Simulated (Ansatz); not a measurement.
## A convergence test on Y2Ti2S2O5 (I4/mmm): wavefunction cutoff

How far can the wavefunction cutoff be lowered for the gap of Y2Ti2S2O5 (I4/mmm)?

Main program and level: Ansatz 0.2.0; DFT, r2SCAN, plane waves, PAW; PAW set soft_1.

The raw output is cut from this account; settings, times and results stay.

### 1. The starting structure

Symmetry: I4/mmm, No. 139, tetragonal system. Conventional cell: a = 3.796 Å, b = 3.796 Å, c = 23.091 Å, α = 90.00°, β = 90.00°, γ = 90.00°. Nearest to Y lie 4 O at 2.46 Å and 5 S at 2.83 to 2.96 Å. Nearest to Ti lie 5 O at 1.81 to 1.96 Å and 1 S at 2.93 Å. S has 5 Y at 2.83 to 2.96 Å and 1 Ti at 2.93 Å nearest. O has 2 Ti at 1.81 Å nearest. O has 2 Ti at 1.96 Å and 2 Y at 2.46 Å nearest. Farther neighbours, and contacts between anions beyond the nearest, are not listed.

The cell and positions are those that the Materials Project relaxed with its own functionals (PBE, PBE+U or r2SCAN), kept fixed.

### 2. Wavefunction cutoff: 220 eV

input.yaml

```yaml
crystal:
  lattice:
    - [-1.898002, 1.898002, 11.54533]
    - [1.898002, -1.898002, 11.54533]
    - [1.898002, 1.898002, -11.54533]
  atoms:
    - { symbol: "Y", position: [0.666698, 0.666698, 0.0] }
    - { symbol: "Y", position: [0.333302, 0.333302, 0.0] }
    - { symbol: Ti, position: [0.921493, 0.921493, 0.0] }
    - { symbol: Ti, position: [0.078507, 0.078507, 0.0] }
    - { symbol: S, position: [0.794752, 0.794752, 0.0] }
    - { symbol: S, position: [0.205248, 0.205248, 0.0] }
    - { symbol: O, position: [0.0, 0.0, 0.0] }
    - { symbol: O, position: [0.900805, 0.400805, 0.5] }
    - { symbol: O, position: [0.599195, 0.099195, 0.5] }
    - { symbol: O, position: [0.400805, 0.900805, 0.5] }
    - { symbol: O, position: [0.099195, 0.599195, 0.5] }
kpoints:
  mp_grid: { grid: [8, 8, 8] }
  band_path:
    path:
      - [0.0, 0.0, 0.0]
      - [0.0, 0.0, 0.5]
      - [0.25, 0.25, 0.25]
      - [0.0, 0.5, 0.0]
      - [0.5, 0.5, -0.5]
      - [0.25675648, 0.74324352, -0.25675648]
      - [-0.25675648, 0.25675648, 0.25675648]
      - [-0.01351296, 0.01351296, 0.5]
    npoints: 1
hamiltonian:
  xc: r2scan
  pseudopotentials: { kind: paw, azcp: { folder: soft_1 } }
scf:
  occupations: { method: fermi_dirac, width: 0.02 }
  n_extra_bands: 7
  max_iter: 80
output:
  eigenvalues: true
  forces: true
  stress: true
  write_density: true
  write_potential: true
  elf: true
  volumetric_format: npy
basis:
  ecutwfc: 220.0
```

The run is started by

```sh
$ ansatz run input.yaml --threads 3 --pin off --max-ram 92160MiB --backend cuda --events-out ev --progress --plain --runs-dir out --devices 1 --max-vram 13GiB
```

Run time: 9.3 s. Hardware: 1 × NVIDIA H100 80GB HBM3 (shared by 6 runs) with 3 threads of AMD EPYC 7R13 (Zen 3), shared host; peak memory 1.1 GiB; 9.9 s of CPU time.

This step gave:

```
pressure             : -3.115 GPa
gap                  : 1.219 eV
valence top at       : M
conduction bottom at : k = (0.125, 0.125, -0.125)
least direct gap     : 1.221 eV
```

The gap is indirect, with the least direct gap 0.002 eV higher.

### 3. Wavefunction cutoff: 350 eV

input.yaml, as its differences from that of step 2:

```diff
@@ -34,3 +34,3 @@
 scf:
-  occupations: { method: fermi_dirac, width: 0.02 }
+  occupations: { method: fixed }
   n_extra_bands: 7
@@ -41,7 +41,3 @@
   stress: true
-  write_density: true
-  write_potential: true
-  elf: true
-  volumetric_format: npy
 basis:
-  ecutwfc: 220.0
+  ecutwfc: 350.0
```

Wall time 14 s (1 × NVIDIA H100 80GB HBM3 (shared by 6 runs) with 3 threads); peak memory 1.1 GiB.

This step gave:

| Item | Value |
| --- | --- |
| pressure | -3.188 GPa |
| gap | 1.163 eV |
| valence top at | Γ |
| conduction bottom at | k = (0.125, 0.125, -0.125) |
| least direct gap | 1.163 eV |

The gap is 1.163 eV, −0.056 eV from the run before at this level.

### 4. Wavefunction cutoff: 500 eV (the default)

input.yaml, the sections that differ from step 3:

```yaml
kpoints:
  mp_grid: { grid: [8, 8, 8] }
  band_path:
    path:
      - [[0.0, 0.0, 0.0], [0.0, 0.0, 0.5], [0.25, 0.25, 0.25], [0.0, 0.5, 0.0], [0.0, 0.0, 0.0], [0.5, 0.5, -0.5], [0.25675648, 0.74324352, -0.25675648]]
      - [[-0.25675648, 0.25675648, 0.25675648], [0.0, 0.0, 0.0]]
      - [[0.0, 0.0, 0.5], [-0.01351296, 0.01351296, 0.5]]
      - [[0.5, 0.5, -0.01351296], [0.5, 0.5, -0.5]]
    npoints: 10
scf:
  occupations: { method: fermi_dirac, width: 0.02 }
  n_extra_bands: 7
output:
  eigenvalues: true
  forces: true
  stress: true
  write_density: true
  write_potential: true
  elf: true
  volumetric_format: npy
# crystal, hamiltonian: as in step 3
# basis: removed
```

The job ended after 23 s (1 × NVIDIA H100 80GB HBM3 (shared by 6 runs) with 3 threads; peak memory 1.6 GiB).

Read from the output:

```yaml
pressure: -3.167 GPa
gap: 1.160 eV
valence_top_at: Γ
conduction_bottom_at: Γ
least_direct_gap: 1.160 eV
```

The gap is 1.160 eV, −0.003 eV from the run before at this level.

### 5. Wavefunction cutoff: 750 eV

input.yaml, the sections that differ from step 4:

```yaml
kpoints:
  mp_grid: { grid: [8, 8, 8] }
  band_path:
    path:
      - [0.0, 0.0, 0.0]
      - [0.0, 0.0, 0.5]
      - [0.25, 0.25, 0.25]
      - [0.0, 0.5, 0.0]
      - [0.5, 0.5, -0.5]
      - [0.25675648, 0.74324352, -0.25675648]
      - [-0.25675648, 0.25675648, 0.25675648]
      - [-0.01351296, 0.01351296, 0.5]
    npoints: 1
scf:
  occupations: { method: fixed }
  n_extra_bands: 7
  max_iter: 80
basis:
  ecutwfc: 750.0
# crystal, hamiltonian, output: as in step 4
```

The job ended after 15 s (1 × NVIDIA H100 80GB HBM3 (shared by 6 runs) with 3 threads; peak memory 1.9 GiB).

Read from the output:

```yaml
pressure: -3.176 GPa
gap: 1.160 eV
valence_top_at: Γ
conduction_bottom_at: Γ
least_direct_gap: 1.160 eV
```

The gap is 1.160 eV, as in the run before at this level.

### 6. The series

Differences are against the last row; a negative gap means that bands overlap, and a run with a band path holds that path's time. Times are wall times on 1 × NVIDIA H100 80GB HBM3 (shared by 6 runs) with 3 threads of AMD EPYC 7R13 (Zen 3), shared host, good to a factor of about two.

| wavefunction cutoff | gap (eV) | direct gap (eV) | gap error (eV) | energy error (meV/atom) | irreducible k | time |
| --- | --- | --- | --- | --- | --- | --- |
| 220 eV | 1.219 | 1.221 | +0.059 | +1710.7 | 59 | 9.3 s |
| 350 eV | 1.163 | 1.163 | +0.002 | +26.7 | 59 | 14 s |
| 500 eV | 1.160 | 1.160 | −0.0002 | +3.0 | 59 | 23 s |
| 750 eV | 1.160 | 1.160 | +0.000 | +0.0 | 59 | 15 s |

### 7. Results

- 220 eV: 1.219 eV
- 350 eV: 1.163 eV
- 500 eV: 1.160 eV
- 750 eV: 1.160 eV

In words: The gap holds to 0.02 eV from 350 eV on. At 220 eV the gap is off by +0.059 eV and the energy by +1711 meV/atom.

[Long decimals in the printed logs are rounded to 6 places.]

[Logs are printed without paths, hosts, clocks, repeated set-up lines and the standing remarks that a program may print on its own settings, such as how far it seeks lower states.]

[Paths, hosts, dates, memory and timing lines, banners, echoed tables and standing remarks are left out of the program output; an Ansatz launch command may be rebuilt from the run's recorded settings. Measured values are a selection of at most five: reports struck by readers or far from the other reports are left out. None is set beside runs whose start may be inverted or whose files or cutoffs have a known fault.]

[Runs of the session that timed out or met a known fault of the program may be left out.]

[Cells called generated may have been cut or substituted from an entry of the Crystallography Open Database or the Materials Project.]

[Hosts, paths, dates, database ids (printed as entryN), source tags and the programs' standing remarks are cut or masked in the printed files.]

[Where the starting crystal was built by hand or by swapping elements, it need not be the compound's stable phase.]
